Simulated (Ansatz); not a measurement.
**P on Ni(111): change of the work function**

Wanted: Δφ(θ) for P/Ni(111), starting from the fcc site.

Method: plane-wave DFT, PBE, Ansatz PAW, in Ansatz 0.2.0.

## (1) Starting point

The cell holds 4 atoms: 4 Ni. Its edges and angles: a = 2.489 Å, b = 2.489 Å, c = 24.097 Å, α = 90.0°, β = 90.0°, γ = 60.0°. Vacuum lies along c.

## (2) The clean slab

The bare slab comes first, as the zero from which every change is counted. The two lowest layers are held at bulk places and the upper ones relax. The dipole correction removes the false field that a one-sided slab makes across the periodic vacuum, so each face gets a flat vacuum level of its own.

Input file input.yaml:

```yaml
crystal:
  lattice:
    - [2.4890158698, 0.0, 0.0]
    - [1.2445079349, 2.1555509736, 0.0]
    - [0.0, 0.0, 24.0968188426]
  atoms:
    - { symbol: Ni, position: [0.0, 0.0, 0.3734932839], spin: 0.7 }
    - { symbol: Ni, position: [0.3333333333, 0.3333333333, 0.4578310946], spin: 0.7 }
    - { symbol: Ni, position: [0.6666666667, 0.6666666667, 0.5421689054], spin: 0.7 }
    - { symbol: Ni, position: [0.0, 0.0, 0.6265067161], spin: 0.7 }
magnetization:
  spin_polarized: true
kpoints:
  mp_grid: { grid: [12, 12, 1] }
hamiltonian:
  xc: pbe
scf:
  occupations: { method: fermi_dirac, width: 0.1 }
  convergence: { dr2_threshold: 1.0e-08 }
efield:
  axis: 3
  dipole_correction: true
  ramp_position: 0.97
  ramp_width: 0.06
relax:
  f_tol: 0.02
  max_steps: 60
  constraints: [{ sites: [0, 1] }]
output:
  write_potential: true
  write_density: true
  volumetric_format: npy
```

The run is started by

```sh
$ ansatz run input.yaml --threads 4 --pin off --max-ram 16384MiB --backend cpu --events-out ev --progress --plain --runs-dir out
```

What it wrote:

```text
Engine: ansatz 0.2.0, aarch64-unknown-linux-gnu
Pseudopotentials: kind: paw
Pseudopotential: Ni, paw, valence charge 18, recommended cutoff 420 eV (normal), Ni.paw.azcp
Functional definition: PBE
  parameter kappa = 0.804
  parameter beta = 0.066725
  exchange = pbe_x(kappa = kappa, mu = beta*pi^2/3)
  correlation = pbe_c(beta = beta)
Crystal: 4 atoms, lattice volume = 129.284 Å³
Basis set: ecut = 420 eV, 2439 PW (Γ), exchange–correlation on 36×36×324 points (8 copies of the dense FFT grid, shifted against one another)
Bands: 45, of which v1, the nominal top of the filled ones, is band 36 counted from 1 (35 counted from 0)
Symmetry: 6 space group operations
k-points: 19 of 144 (time reversal used)
Non-local potential: Ni, projectors of the file, l = 0: 3, l = 1: 2, l = 2: 3, l = 3: 1
PAW form: soft (Blöchl's): semilocal exchange-correlation on the pseudo side does not see the compensation charge
PAW one-centre angular grid: Ni, 590 points (default); XC on 64 Gauss nodes
Initial density: superposition of atomic densities (neutral atoms: chi_scale 0, normalization atom)
Starting moments: Σ|m| = 2.8 μB on 4 of 4 sites
Initial wavefunctions: pseudopotential atomic-orbital guess
Functional: x = pbe(κ = 0.804, μ = 0.219515), c = pbe(β = 0.066725)
SCF iter   1: F=—  HF=-23353.905145 eV  |F-HF|=—  |Δ(HF+E_count)|=         —  Δρ=2.86e-2 (↑1.12e-2 ↓2.86e-2)  dr2=2.62e0  dr2_m=2.76e-1  M=2.997 μB ∫|m|=3.146 μB  β_m=1.00  ethr=3.10e-3  p=0.000 e·Å  D=3.58e-13 V/Å  ΔV_dip=-0.00 eV  dr2_dipole=4.80e-7  V_vac-E_F(+/−)=7.25/7.25 eV  ⟨swp⟩=10.9  Hψ=8806  notcnv=0  defer=16
Mixer restart at iter 1: flushing history
efield: sawtooth ramp at fractional position 0.9700 (set: `efield.ramp_position`, or a place that a band, a saddle search or an elastic batch's reference lends), width 0.0600; the density the first Hamiltonian is built on has a dipole p = 0.000 e·Å; the dipole correction subtracts the counter field D = 3.58e-13 V/Å, which shifts the + side's vacuum level by -0.00 eV against the − side's; the planar-averaged density in the ramp window peaks in size at 7.6e-6 e/Å³
preconditioner: auto → LDOS  [metal: Δε(μ)=0.005 eV  Ē_g=7.174 eV  σ=0.100 eV  W_gap=0.01  n_scr=18 (ndim 8)  ℏωp=20.7 eV  f_vac=0.604  D(μ)=7.90/eV (n_scr^D=102)]
spin=Collinear: LDOS preconditioning applied to the charge; magnetization (m = ρ↑ − ρ↓) channel mixes plain (no charge-response kernel on spin).
SCF iter   2: F=—  HF=-23354.537091 eV  |F-HF|=—  |Δ(HF+E_count)|=   6.32e-1  Δρ=1.21e-2 (↑1.21e-2 ↓9.37e-3)  dr2=4.70e-1  dr2_m=6.08e-3  M=2.950 μB ∫|m|=3.239 μB  β_m=0.32  ethr=3.10e-3  p=-0.000 e·Å  D=-1.18e-5 V/Å  ΔV_dip=0.00 eV  dr2_dipole=1.68e-7  V_vac-E_F(+/−)=6.45/6.45 eV  ⟨swp⟩=2.3  Hψ=2954  notcnv=0  defer=39
density mixer auto → msr1: a metal under ldos (density of states about μ 3.85 of a free-electron gas's, 18 screened modes)
SCF iter   3: F=—  HF=-23355.900692 eV  |F-HF|=—  |Δ(HF+E_count)|=    1.36e0  Δρ=6.31e-3 (↑6.31e-3 ↓4.98e-3)  dr2=1.22e-1  dr2_m=5.55e-3  M=2.942 μB ∫|m|=3.263 μB  β_m=0.52  ethr=6.53e-4  p=-0.000 e·Å  D=-2.38e-7 V/Å  ΔV_dip=0.00 eV  dr2_dipole=6.09e-9  V_vac-E_F(+/−)=6.01/6.01 eV  ⟨swp⟩=3.0  Hψ=2841  notcnv=0  defer=40
SCF iter   4: F=—  HF=-23357.393573 eV  |F-HF|=—  |Δ(HF+E_count)|=         —  Δρ=6.98e-3 (↑4.12e-3 ↓6.98e-3)  dr2=1.03e-1  dr2_m=3.75e-3  M=2.826 μB ∫|m|=3.215 μB  β_m=0.52  ethr=1.70e-4  p=-0.000 e·Å  D=-2.46e-6 V/Å  ΔV_dip=0.00 eV  dr2_dipole=3.12e-9  V_vac-E_F(+/−)=5.44/5.44 eV  ⟨swp⟩=3.7  Hψ=3872  notcnv=0  defer=38
SCF iter   5: F=—  HF=-23357.642354 eV  |F-HF|=—  |Δ(HF+E_count)|=   2.49e-1  Δρ=4.88e-3 (↑1.50e-3 ↓4.88e-3)  dr2=3.19e-2  dr2_m=5.57e-3  M=2.736 μB ∫|m|=3.135 μB  β_m=0.76  ethr=1.43e-4  p=0.000 e·Å  D=9.90e-7 V/Å  ΔV_dip=-0.00 eV  dr2_dipole=4.35e-9  V_vac-E_F(+/−)=5.26/5.26 eV  ⟨swp⟩=2.4  Hψ=2763  notcnv=0  defer=40
SCF iter   6: F=—  HF=-23357.693928 eV  |F-HF|=—  |Δ(HF+E_count)|=   5.16e-2  Δρ=2.88e-3 (↑1.47e-3 ↓2.88e-3)  dr2=1.26e-2  dr2_m=1.52e-3  M=2.669 μB ∫|m|=3.070 μB  β_m=0.86  ethr=4.44e-5  p=-0.000 e·Å  D=-5.87e-6 V/Å  ΔV_dip=0.00 eV  dr2_dipole=2.12e-8  V_vac-E_F(+/−)=5.15/5.15 eV  ⟨swp⟩=2.2  Hψ=2708  notcnv=0  defer=40
SCF iter   7: F=—  HF=-23357.694448 eV  |F-HF|=—  |Δ(HF+E_count)|=   5.20e-4  Δρ=2.31e-3 (↑1.35e-3 ↓2.31e-3)  dr2=9.68e-3  dr2_m=5.46e-4  M=2.662 μB ∫|m|=3.065 μB  β_m=0.72  ethr=1.75e-5  p=0.000 e·Å  D=1.37e-5 V/Å  ΔV_dip=-0.00 eV  dr2_dipole=5.02e-8  V_vac-E_F(+/−)=5.06/5.06 eV  ⟨swp⟩=2.7  Hψ=3609  notcnv=0  defer=46
SCF iter   8: F=—  HF=-23357.693229 eV  |F-HF|=—  |Δ(HF+E_count)|=   1.22e-3  Δρ=4.06e-4 (↑1.85e-4 ↓4.06e-4)  dr2=3.64e-4  dr2_m=1.71e-5  M=2.660 μB ∫|m|=3.064 μB  β_m=0.68  ethr=1.34e-5  p=-0.000 e·Å  D=-3.61e-6 V/Å  ΔV_dip=0.00 eV  dr2_dipole=1.02e-8  V_vac-E_F(+/−)=5.09/5.09 eV  ⟨swp⟩=2.0  Hψ=2577  notcnv=0  defer=48
SCF iter   9: F=—  HF=-23357.693190 eV  |F-HF|=—  |Δ(HF+E_count)|=   3.90e-5  Δρ=1.79e-4 (↑7.00e-5 ↓1.79e-4)  dr2=3.02e-5  dr2_m=1.70e-5  M=2.661 μB ∫|m|=3.067 μB  β_m=0.69  ethr=5.05e-7  p=0.000 e·Å  D=3.88e-6 V/Å  ΔV_dip=-0.00 eV  dr2_dipole=1.52e-8  V_vac-E_F(+/−)=5.09/5.09 eV  ⟨swp⟩=3.2  Hψ=3585  notcnv=0  defer=48
SCF iter  10: F=—  HF=-23357.693186 eV  |F-HF|=—  |Δ(HF+E_count)|=   3.73e-6  Δρ=5.06e-5 (↑4.30e-5 ↓5.06e-5)  dr2=1.84e-6  dr2_m=2.32e-6  M=2.661 μB ∫|m|=3.067 μB  β_m=0.80  ethr=4.19e-8  p=-0.000 e·Å  D=-3.65e-6 V/Å  ΔV_dip=0.00 eV  dr2_dipole=5.47e-9  V_vac-E_F(+/−)=5.08/5.08 eV  ⟨swp⟩=2.1  Hψ=2596  notcnv=0  defer=48
SCF iter  11: F=—  HF=-23357.693187 eV  |F-HF|=—  |Δ(HF+E_count)|=   9.69e-7  Δρ=2.04e-5 (↑1.28e-5 ↓2.04e-5)  dr2=6.04e-7  dr2_m=1.91e-7  M=2.661 μB ∫|m|=3.067 μB  β_m=0.87  ethr=2.55e-9  p=0.000 e·Å  D=7.85e-6 V/Å  ΔV_dip=-0.00 eV  dr2_dipole=2.85e-8  V_vac-E_F(+/−)=5.08/5.08 eV  ⟨swp⟩=2.1  Hψ=2536  notcnv=0  defer=48
SCF iter  12: F=—  HF=-23357.693187 eV  |F-HF|=—  |Δ(HF+E_count)|=   2.54e-7  Δρ=1.80e-5 (↑1.52e-5 ↓1.80e-5)  dr2=9.37e-7  dr2_m=1.72e-8  M=2.661 μB ∫|m|=3.067 μB  β_m=0.65  ethr=8.40e-10  p=-0.000 e·Å  D=-1.24e-5 V/Å  ΔV_dip=0.00 eV  dr2_dipole=7.49e-8  V_vac-E_F(+/−)=5.08/5.08 eV  ⟨swp⟩=2.4  Hψ=3336  notcnv=0  defer=48
SCF iter  13: F=—  HF=-23357.693187 eV  |F-HF|=—  |Δ(HF+E_count)|=   2.15e-7  Δρ=3.06e-6 (↑2.12e-6 ↓3.06e-6)  dr2=3.80e-8  dr2_m=2.53e-9  M=2.661 μB ∫|m|=3.067 μB  β_m=0.82  ethr=8.40e-10  p=-0.000 e·Å  D=-2.07e-6 V/Å  ΔV_dip=0.00 eV  dr2_dipole=9.62e-9  V_vac-E_F(+/−)=5.08/5.08 eV  ⟨swp⟩=2.1  Hψ=2509  notcnv=0  defer=48
[...]
density mixer auto → msr1: a metal under ldos (density of states about μ 3.54 of a free-electron gas's, 18 screened modes)
SCF iter   3: F=—  HF=-23357.695252 eV  |F-HF|=—  |Δ(HF+E_count)|=   3.46e-6  Δρ=3.61e-4 (↑3.61e-4 ↓2.26e-4)  dr2=1.98e-4  dr2_m=3.76e-5  M=2.664 μB ∫|m|=3.069 μB  β_m=0.44  ethr=1.15e-6  p=0.001 e·Å  D=1.05e-3 V/Å  ΔV_dip=-0.03 eV  dr2_dipole=3.96e-5  V_vac-E_F(+/−)=5.05/5.08 eV  ⟨swp⟩=1.8  Hψ=2160  notcnv=0  defer=48
SCF iter   4: F=—  HF=-23357.695307 eV  |F-HF|=—  |Δ(HF+E_count)|=   5.46e-5  Δρ=1.71e-4 (↑1.71e-4 ↓1.57e-4)  dr2=3.30e-5  dr2_m=2.06e-5  M=2.663 μB ∫|m|=3.067 μB  β_m=0.46  ethr=2.74e-7  p=0.001 e·Å  D=8.26e-4 V/Å  ΔV_dip=-0.02 eV  dr2_dipole=2.45e-8  V_vac-E_F(+/−)=5.06/5.08 eV  ⟨swp⟩=1.5  Hψ=1942  notcnv=0  defer=48
SCF iter   5: F=—  HF=-23357.695322 eV  |F-HF|=—  |Δ(HF+E_count)|=   1.50e-5  Δρ=7.39e-5 (↑5.22e-5 ↓7.39e-5)  dr2=5.11e-6  dr2_m=4.02e-6  M=2.662 μB ∫|m|=3.067 μB  β_m=0.61  ethr=4.58e-8  p=0.000 e·Å  D=6.00e-4 V/Å  ΔV_dip=-0.01 eV  dr2_dipole=8.35e-7  V_vac-E_F(+/−)=5.07/5.08 eV  ⟨swp⟩=2.2  Hψ=2990  notcnv=0  defer=48
SCF iter   6: F=—  HF=-23357.695328 eV  |F-HF|=—  |Δ(HF+E_count)|=   6.07e-6  Δρ=4.54e-5 (↑4.33e-5 ↓4.54e-5)  dr2=5.56e-6  dr2_m=7.72e-7  M=2.661 μB ∫|m|=3.066 μB  β_m=0.57  ethr=7.10e-9  p=0.000 e·Å  D=4.49e-4 V/Å  ΔV_dip=-0.01 eV  dr2_dipole=1.55e-7  V_vac-E_F(+/−)=5.07/5.08 eV  ⟨swp⟩=3.1  Hψ=3523  notcnv=0  defer=48
SCF iter   7: F=—  HF=-23357.695328 eV  |F-HF|=—  |Δ(HF+E_count)|=   4.71e-7  Δρ=2.52e-5 (↑2.52e-5 ↓1.49e-5)  dr2=2.59e-6  dr2_m=2.45e-7  M=2.661 μB ∫|m|=3.065 μB  β_m=0.52  ethr=7.10e-9  p=0.000 e·Å  D=3.65e-4 V/Å  ΔV_dip=-0.01 eV  dr2_dipole=9.20e-7  V_vac-E_F(+/−)=5.07/5.08 eV  ⟨swp⟩=2.1  Hψ=2796  notcnv=0  defer=48
SCF iter   8: F=—  HF=-23357.695328 eV  |F-HF|=—  |Δ(HF+E_count)|=   1.09e-7  Δρ=1.02e-5 (↑9.83e-6 ↓1.02e-5)  dr2=4.19e-8  dr2_m=1.01e-7  M=2.661 μB ∫|m|=3.065 μB  β_m=0.69  ethr=3.59e-9  p=0.000 e·Å  D=3.80e-4 V/Å  ΔV_dip=-0.01 eV  dr2_dipole=2.31e-9  V_vac-E_F(+/−)=5.07/5.08 eV  ⟨swp⟩=2.4  Hψ=2348  notcnv=0  defer=48
SCF iter   9: F=—  HF=-23357.695329 eV  |F-HF|=—  |Δ(HF+E_count)|=   1.88e-7  Δρ=4.90e-6 (↑4.06e-6 ↓4.90e-6)  dr2=1.37e-7  dr2_m=1.16e-8  M=2.660 μB ∫|m|=3.065 μB  β_m=0.62  ethr=5.82e-11  p=0.000 e·Å  D=3.76e-4 V/Å  ΔV_dip=-0.01 eV  dr2_dipole=2.32e-9  V_vac-E_F(+/−)=5.07/5.08 eV  ⟨swp⟩=3.1  Hψ=3692  notcnv=0  defer=48
SCF iter  10: F=—  HF=-23357.695329 eV  |F-HF|=—  |Δ(HF+E_count)|=   1.71e-9  Δρ=2.50e-6 (↑2.50e-6 ↓2.28e-6)  dr2=2.54e-8  dr2_m=3.15e-9  M=2.660 μB ∫|m|=3.065 μB  β_m=0.56  ethr=5.82e-11  p=0.000 e·Å  D=3.70e-4 V/Å  ΔV_dip=-0.01 eV  dr2_dipole=7.77e-9  V_vac-E_F(+/−)=5.07/5.08 eV  ⟨swp⟩=2.3  Hψ=3260  notcnv=0  defer=48
SCF iter  11: F=—  HF=-23357.695329 eV  |F-HF|=—  |Δ(HF+E_count)|=   4.01e-9  Δρ=1.37e-6 (↑1.37e-6 ↓1.25e-6)  dr2=3.06e-9  dr2_m=1.07e-9  M=2.660 μB ∫|m|=3.065 μB  β_m=0.56  ethr=3.52e-11  p=0.000 e·Å  D=3.74e-4 V/Å  ΔV_dip=-0.01 eV  dr2_dipole=4.16e-10  V_vac-E_F(+/−)=5.07/5.08 eV  ⟨swp⟩=2.0  Hψ=2494  notcnv=0  defer=48
SCF iter  12: F=—  HF=-23357.695329 eV  |F-HF|=—  |Δ(HF+E_count)|=  2.91e-11  Δρ=9.58e-7 (↑9.58e-7 ↓4.74e-7)  dr2=1.32e-9  dr2_m=5.62e-10  M=2.660 μB ∫|m|=3.065 μB  β_m=0.78  ethr=4.26e-12  p=0.000 e·Å  D=3.75e-4 V/Å  ΔV_dip=-0.01 eV  dr2_dipole=6.95e-11  V_vac-E_F(+/−)=5.07/5.08 eV  ⟨swp⟩=2.1  Hψ=2475  notcnv=0  defer=48
SCF iter  13: F=—  HF=-23357.695329 eV  |F-HF|=—  |Δ(HF+E_count)|=   1.55e-9  Δρ=2.67e-6 (↑4.00e-7 ↓2.67e-6)  dr2=1.68e-8  dr2_m=1.71e-9  M=2.660 μB ∫|m|=3.065 μB  β_m=0.89  ethr=1.84e-12  p=0.000 e·Å  D=3.77e-4 V/Å  ΔV_dip=-0.01 eV  dr2_dipole=1.69e-11  V_vac-E_F(+/−)=5.07/5.08 eV  ⟨swp⟩=2.1  Hψ=2451  notcnv=0  defer=48
SCF iter  14: F=-23357.695329 eV  HF=-23357.695329 eV  |F-HF|=3.21e-9  |Δ(HF+E_count)|=  6.80e-10  Δρ=9.79e-7 (↑4.19e-7 ↓9.79e-7)  dr2=3.30e-9  dr2_m=1.18e-10  M=2.660 μB ∫|m|=3.065 μB  ethr=1.84e-12  p=0.000 e·Å  D=3.78e-4 V/Å  ΔV_dip=-0.01 eV  dr2_dipole=6.52e-10  V_vac-E_F(+/−)=5.07/5.08 eV  ⟨swp⟩=6.4  Hψ=10591  notcnv=0
SCF 3 converged in 14 iterations: F = -23357.695329 eV  dr2 = 3.30e-9
relax step   3: F+E_penalty+E_count = -23357.69532856 eV  Δ(F+E_penalty+E_count) = -7.169e-4 eV  max|allowed force component| = 2.492e-3 eV/Å  Δτ_max = 0.0193 Å  (14 SCF iters, accepted)
NSCF: frozen V_eff on 19 k-points
the band table was solved once a step of the walk had ended and its energy, with any forces and stress, was formed, with the checks that follow a solve (9205 applications of the Hamiltonian). They found nothing against the state; the energy, forces and stress were not computed again (output.eigenvalues in the input reference)
WARN: The output density's exchange-correlation potential varies sharply where the density is thin. Do not read a vacuum level from v_tot or v_xc, or from such a field of the output density. On a cell that repeats whose density bears no net charge and no dipole along the vacuum's axis use v_es (v_loc + v_h of the components); under efield.dipole_correction with no amplitude use v_es + v_field, which holds any externa [...]
SCF converged after 14 iterations
Magnetization: 2.6604 μB (37.3302 up, 34.6698 down)
Absolute magnetization: 3.0681 μB (∫|ρ↑−ρ↓|, with the PAW one-centre terms)
Spin contamination: 0.0397 ħ² per cell (⟨S²⟩ above its minimum at these occupations)
Per-site moments (μB) at R_I (Å): [(0.697093, 1.026719), (0.715500, 1.024444), (0.716982, 1.017614), (0.700575, 1.017614)]
Free energy (F): -23357.695329 eV
Harris-Foulkes:  -23357.695329 eV  (|F-HF|=3.21e-9)
Internal energy: -23357.459514 eV  (E = F + TS)
E sigma→0 (E₀):  -23357.577421 eV
Entropy (-TS):   -0.235815 eV (-58.954 meV/atom)
Fermi energy:    2.806611 eV
Dipole field:    D = 0.000421 V/Å  (p = 0.000301 e·Å, saw-weighted, corrected)
Work function:   Φ+ = 5.0720 eV   Φ− = 5.0821 eV
Levels:          The Fermi level and band energies are counted from a zero that moves with the ramp; work functions are not
--- Per-component energies (eV) ---
  E_band       = -2233.047899
  E_kinetic    = 1126.070205
  E_local      = -172553.849253  (includes V_loc(G=0)·N_el)
  E_nonlocal   = 2547.333315
  E_hartree    = 84594.355763
  E_xc         = -336.334421
  E_vxc        = -433.429845  (∫ρ·V_xc dr)
  E_paw        = -6522.740077  (= ΣΔE_a)
  E_vpaw       = -2107.890493  (= ΣTr[D̂ρ^β])
  E_aug_tail   = 0.002094  (compensation charges beyond the density's cutoff)
  E_efield     = 0.000000  (sawtooth field / dipole correction)
  E_vefield    = 0.000308  (∫n·V_field dr)
  E_ewald      = 67787.702860
  E_smearing   = -0.235815  (= −TS)
  E_closure    = -0.000000  (closes the sum)
  Σ components = -23357.695329   (vs F -23357.695329, Δ=0.00e0)
--- Forces (eV/Å), atoms counted from 1 ---
  atom   1  Ni    -0.00000000    -0.00000000     0.14360150
  atom   2  Ni    -0.00000000     0.00000000    -0.14452133
  atom   3  Ni     0.00000000     0.00000000    -0.00158587
  atom   4  Ni    -0.00000000     0.00000000     0.00249198
  max |Σ_I F_I| component: 1.37e-5 eV/Å
--- Band table (eV; the first three rows and the last of 38) ---
  k-point 0 ↑: bands = [... 32 lower, 1.4980, 1.6464, 1.6464, 2.0208, 2.0208, 2.1301, 2.1788, 2.1788, ... 5 higher]
  k-point 1 ↑: bands = [... 32 lower, 1.4402, 1.5080, 1.6627, 1.6938, 1.8504, 2.0182, 2.1827, 2.7997, ... 5 higher]
  k-point 2 ↑: bands = [... 32 lower, 1.2167, 1.3936, 1.5035, 1.6730, 2.0108, 2.1822, 2.1914, 3.6577, ... 5 higher]
  k-point 18 ↓: bands = [... 32 lower, 2.7441, 2.8850, 2.8850, 2.8927, 7.8453, 8.0826, 8.0958, 8.8517, ... 5 higher]
--- Relaxed structure (3 steps of the walk, 3 accepted, 0 SCFs on fresh bases) ---
  F+E_penalty+E_count = -23357.69532856 eV   max|allowed force component| = 2.492e-3 eV/Å
  atoms:
    - { symbol: Ni, position: [0.0, 0.0, 0.373493] }
    - { symbol: Ni, position: [0.333333, 0.333333, 0.4578310946] }
    - { symbol: Ni, position: [0.666667, 0.666667, 0.541888] }
    - { symbol: Ni, position: [0, 0.0, 0.625102] }
```

Elapsed: 22 s, on 4 threads of Arm Neoverse V2, shared host; peak memory 0.53 GiB.

The steps of the relaxation:

```csv
step,energy less that of the first step (eV),largest force component (eV/Å)
1,0.0000,0.1468
2,-0.0014,0.0868
3,-0.0021,0.0025
```

Forces are held to the 6 operations that the program found; a distortion that breaks them can't arise in this run.

The atoms that moved most (Å):

```csv
atom,dx,dy,dz,length
Ni4,0.000,0.000,-0.034,0.034
Ni3,0.000,0.000,-0.007,0.007
```

The relaxed structure:

```cif
data_structure
_symmetry_space_group_name_H-M 'P 1'
_symmetry_Int_Tables_number 1
_cell_length_a 2.4890
_cell_length_b 2.4890
_cell_length_c 24.0968
_cell_angle_alpha 90.000
_cell_angle_beta 90.000
_cell_angle_gamma 60.000
_cell_volume 129.28
loop_
_atom_site_label
_atom_site_type_symbol
_atom_site_fract_x
_atom_site_fract_y
_atom_site_fract_z
_atom_site_occupancy
Ni1 Ni 0.00000 0.00000 0.37349 1
Ni2 Ni 0.33333 0.33333 0.45783 1
Ni3 Ni 0.66667 0.66667 0.54189 1
Ni4 Ni 0.00000 0.00000 0.62510 1
```

Numbers from this step:

| Property | Result |
| --- | --- |
| energy at zero smearing | -23357.5774 eV |
| total moment | 2.660 μB |
| site moments | 0.6971, 0.7155, 0.7170, 0.7006 μB |
| work function, upper face | 5.072 eV |
| dipole along the normal | 3.01e-4 e·Å |

Running mean over 2.032 Å of the planar mean; the ramp of the sawtooth is left out. Electron's electrostatic potential energy less the Fermi level against z:

```csv
z (Å),electron's electrostatic potential energy less the Fermi level (eV)
3,5.08
4,5.08
5,5.08
6,5.03
7,4.40
8,-3.19
9,-10.0
10,-10.3
11,-10.4
12,-10.5
13,-10.4
14,-10.6
15,-10.2
16,-3.97
17,4.26
18,5.01
19,5.07
20,5.07
21,5.07
```

Site moment by atom:

```csv
atom,site moment (μB)
Ni1,0.697
Ni2,0.715
Ni3,0.717
Ni4,0.701
```

The relaxation took 3 steps and lowered the energy by 0.0021 eV; the largest force on the free atoms ends at 0.0025 eV/Å.

The work function of the upper face is 5.07 eV.

[end of part 1 of 4]

[Long decimals in the printed logs are rounded to 6 places.]

[Logs are printed without paths, hosts, clocks, repeated set-up lines and the standing remarks that a program may print on its own settings, such as how far it seeks lower states.]

[Hosts, paths, dates, database ids (printed as entryN), source tags and the programs' standing remarks are cut or masked in the printed files.]

[Maps of the electrostatic potential energy from Ansatz leave out the sawtooth potential of an applied field or a dipole correction, so their vacuum need not be flat; planar profiles and work functions include it.]
